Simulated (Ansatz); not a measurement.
# How many bands does the GW gap of SnO2 (Cassiterite) need?, part 2 of 2

How do accuracy and time trade against each other in G0W0 on SnO2 (Cassiterite)?

Ansatz 0.2.0; G0W0 on PBE, plane waves, PAW. Known limits of the many-body steps: not at the basis limit; no spin-orbit coupling; coarse k mesh.

So far. Step 4 (566 empty bands, screening to 230 eV): Against the run with 4×4×6 mesh, 263 empty bands, screening to 138 eV, the gap moves by +0.06 eV.

## (5) Changing the k mesh: 4×4×4 mesh, 263 empty bands, screening to 138 eV

A second mesh at equal bands and cutoff isolates the sampling error. Bands and cutoff differ from the step before, so it is read against an earlier run that matches them.

input.yaml reads:

```yaml
crystal:
  lattice:
    - [4.738, 0.0, 0.0]
    - [0.0, 4.738, 0.0]
    - [0.0, 0.0, 3.1865]
  atoms:
    - { symbol: Sn, position: [0.0, 0.0, 0.0] }
    - { symbol: Sn, position: [0.5, 0.5, 0.5] }
    - { symbol: O, position: [0.3071, 0.3071, 0.0] }
    - { symbol: O, position: [0.1929, 0.8071, 0.5] }
    - { symbol: O, position: [0.6929, 0.6929, 0.0] }
    - { symbol: O, position: [0.8071, 0.1929, 0.5] }
kpoints:
  mp_grid: { grid: [4, 4, 4] }
hamiltonian:
  xc: pbe
scf:
  occupations: { method: fixed }
gw:
  n_empty_bands: 263
  ecut_chi: 138
  qp_bands: [v2, c2]
  qp_kpoints: band_edges
  screening: { model: contour_deformation }
```

On the command line:

```sh
$ ansatz run input.yaml --threads 3 --pin off --max-ram 64512MiB --backend cuda --events-out ev --progress --plain --runs-dir out --devices 1 --max-vram 24GiB  # rebuilt from the run's record
```

Numbers of over 12 decimals in the logs are rounded to 6 here.

The log of the run:

```text
GPUs: using 1 of 1 available (devices: 1).
[...]
GPU FFT provider: cuFFT
GPU libraries: cuBLAS 13.8.2, cuFFT 12.4.0, cuSOLVER 12.3.4
Crystal: 6 atoms, lattice volume = 71.533 Å³
Basis set: ecut = 420 eV, 1411 PW (Γ)
Bands: 32, of which v1, the nominal top of the filled ones, is band 26 counted from 1 (25 counted from 0)
Symmetry: 16 space group operations
[...]
k-points: 18 of 64
[...]
8    28     16.0477   -14.8714    -4.8038   -20.9539  0.7820    17.3726    17.3264  root ?
[...]
17    25      8.6943   -26.6246     5.3960   -20.3046  0.7442     7.7513     7.7702  root
    17    26      8.6943   -26.6246     5.3960   -20.3046  0.7442     7.7513     7.7702  root
    17    27     14.4679   -13.3307    -4.3385   -18.6872  0.8102    15.5016    15.4859  root
    17    28     14.4679   -13.3307    -4.3385   -18.6872  0.8102    15.5016    15.4859  root
[key lines of the parts left out:]
SCF converged after 6 iterations
Free energy (F): -14317.829556 eV
Fermi energy:    9.528859 eV
```

Run time: 12 s. Hardware: 1 × NVIDIA H100 80GB HBM3 (shared by 3 runs) with 3 threads of AMD EPYC 7R13 (Zen 3), shared host; peak memory 1.4 GiB; 17 s of CPU time.

This step gave:

| Quantity | Value |
| --- | --- |
| bands summed | 289 |
| RPA ε∞ on this mesh (eigenvalues) | 4.463, 4.463, 4.749 |
| plane waves in the screening matrix | 267 |
| G0W0 gap on the mesh | 2.774 eV |
| k of the valence top | 0, 0, 0 |
| k of the conduction bottom | 0, 0, 0 |
| starting gap on the mesh | 1.281 eV |
| least direct G0W0 gap on the computed points | 2.774 eV |

Against the run with 4×4×6 mesh, 263 empty bands, screening to 138 eV, the gap moves by −0.014 eV.

## (6) Changing the frequency model: 4×4×6 mesh, 566 empty bands, screening to 230 eV, plasmon pole

A plasmon pole stands in for the full frequency dependence of the screening; this run shows what that costs in accuracy. Bands and cutoff differ from the step before, so it is read against an earlier run that matches them.

input.yaml, the sections that differ from step 5:

```yaml
kpoints:
  mp_grid: { grid: [4, 4, 6] }
gw:
  n_empty_bands: 566
  ecut_chi: 230.0
  qp_bands: [v2, c2]
  qp_kpoints: band_edges
  screening: { model: godby_needs }
# crystal, hamiltonian, scf: as in step 5
```

The log of the run:

```text
GPUs: using 1 of 1 available (devices: 1).
[...]
GPU FFT provider: cuFFT
GPU libraries: cuBLAS 13.8.2, cuFFT 12.4.0, cuSOLVER 12.3.4
Crystal: 6 atoms, lattice volume = 71.533 Å³
Basis set: ecut = 420 eV, 1411 PW (Γ)
Bands: 32, of which v1, the nominal top of the filled ones, is band 26 counted from 1 (25 counted from 0)
Symmetry: 16 space group operations
[...]
k-points: 24 of 96
[...]
1    28     16.1970   -13.1362    -4.8813   -19.1653  0.8221    17.3454    17.3448  root
[...]
23    25      8.6927   -26.6276     5.1834   -20.3055  0.7827     7.5456     7.5540  root
    23    26      8.6927   -26.6276     5.1834   -20.3055  0.7827     7.5456     7.5540  root
    23    27     14.4669   -13.3304    -4.3946   -18.6870  0.8336    15.4320    15.4289  root
    23    28     14.4669   -13.3304    -4.3946   -18.6870  0.8336    15.4320    15.4289  root
[key lines of the parts left out:]
SCF converged after 6 iterations
Free energy (F): -14317.838248 eV
Fermi energy:    9.527099 eV
```

The job ended after 48 s (1 × NVIDIA H100 80GB HBM3 (shared by 3 runs) with 3 threads; peak memory 3.9 GiB).

This step gave:

| Item | Value |
| --- | --- |
| bands summed | 592 |
| plasmon-pole fit frequency | 31.66 eV |
| RPA ε∞ on this mesh (eigenvalues) | 4.309, 4.309, 4.533 |
| plane waves in the screening matrix | 563 |
| G0W0 gap on the mesh | 2.913 eV |
| k of the valence top | 0, 0, 0 |
| k of the conduction bottom | 0, 0, 0 |
| starting gap on the mesh | 1.282 eV |
| least direct G0W0 gap on the computed points | 2.913 eV |

Against the run with 4×4×6 mesh, 566 empty bands, screening to 230 eV, the gap moves by +0.07 eV.

## (7) The runs together

Times are wall times on 1 × NVIDIA H100 80GB HBM3 (shared by 3 runs) with 3 threads of AMD EPYC 7R13 (Zen 3), shared host, good to a factor of about two.

```csv
mesh,files,frequency,bands summed,cutoff (eV),start (eV),G0W0 (eV),time,host memory (GiB)
4×4×6,default PAW,contour deformation,119,69,1.282,2.736,13 s,1.1
4×4×6,default PAW,contour deformation,289,138,1.282,2.788,26 s,1.5
4×4×6,default PAW,contour deformation,592,230,1.282,2.845,32 s,2.8
4×4×4,default PAW,contour deformation,289,138,1.281,2.774,12 s,1.4
4×4×6,default PAW,plasmon pole,592,230,1.282,2.913,48 s,3.9
```

The parts of the quasiparticle energy at the two band edges (eV; QP = start + Σx + Σc − Vxc):

| run | edge | start | Σx | Σc | Vxc | Z | QP |
| --- | --- | --- | --- | --- | --- | --- | --- |
| 119 bands | valence top | 9.53 | -27.18 | 5.53 | -21.14 | 0.76 | 9.02 |
| 119 bands | conduction bottom | 10.81 | -14.47 | -3.16 | -18.58 | 0.83 | 11.75 |
| 289 bands | valence top | 9.53 | -27.18 | 5.21 | -21.14 | 0.75 | 8.70 |
| 289 bands | conduction bottom | 10.81 | -14.47 | -3.43 | -18.58 | 0.82 | 11.49 |
| 592 bands | valence top | 9.53 | -27.18 | 4.96 | -21.14 | 0.75 | 8.45 |
| 592 bands | conduction bottom | 10.81 | -14.47 | -3.63 | -18.58 | 0.82 | 11.29 |

## (8) Results

```yaml
119_bands_69_ev: 2.736 eV
289_bands_138_ev: 2.788 eV
592_bands_230_ev: 2.845 eV
estimated_limit_in_bands_and_cutoff: 2.90 eV
mesh_and_start: 4×4×6, PBE
```

In words: A line in one over the bands through the two highest rungs gives 2.90 eV, +0.05 eV from the top rung; the pair below gives 2.82 eV, so the estimate is still climbing. The rungs stand 0.16 eV (119 bands), 0.11 eV (289 bands) and 0.05 eV (592 bands) from it. From 119 to 592 bands the gap moves by +0.11 eV while the time grows 2.4-fold. Σc changes by −0.57 eV at the valence top and −0.46 eV at the conduction bottom, so the levels themselves move more than the gap between them. On the 4×4×4 mesh in place of 4×4×6 the gap differs by −0.01 eV, of which −0.001 eV is already in the start. The plasmon-pole model gives +0.07 eV against contour deformation, 4 % of the correction, and saved no time in this program. The many-body steps are scalar-relativistic: spin-orbit coupling is not in them.

[Paths, hosts, dates, memory and timing lines, banners, echoed tables and standing remarks are left out of the program output.]

[Logs are printed without paths, hosts, clocks, repeated set-up lines and the standing remarks that a program may print on its own settings, such as how far it seeks lower states.]

[Runs of the session that timed out or met a known fault of the program may be left out.]

[Cells called generated may have been cut or substituted from an entry of the Crystallography Open Database or the Materials Project.]

[Hosts, paths, dates, database ids (printed as entryN), source tags and the programs' standing remarks are cut or masked in the printed files.]
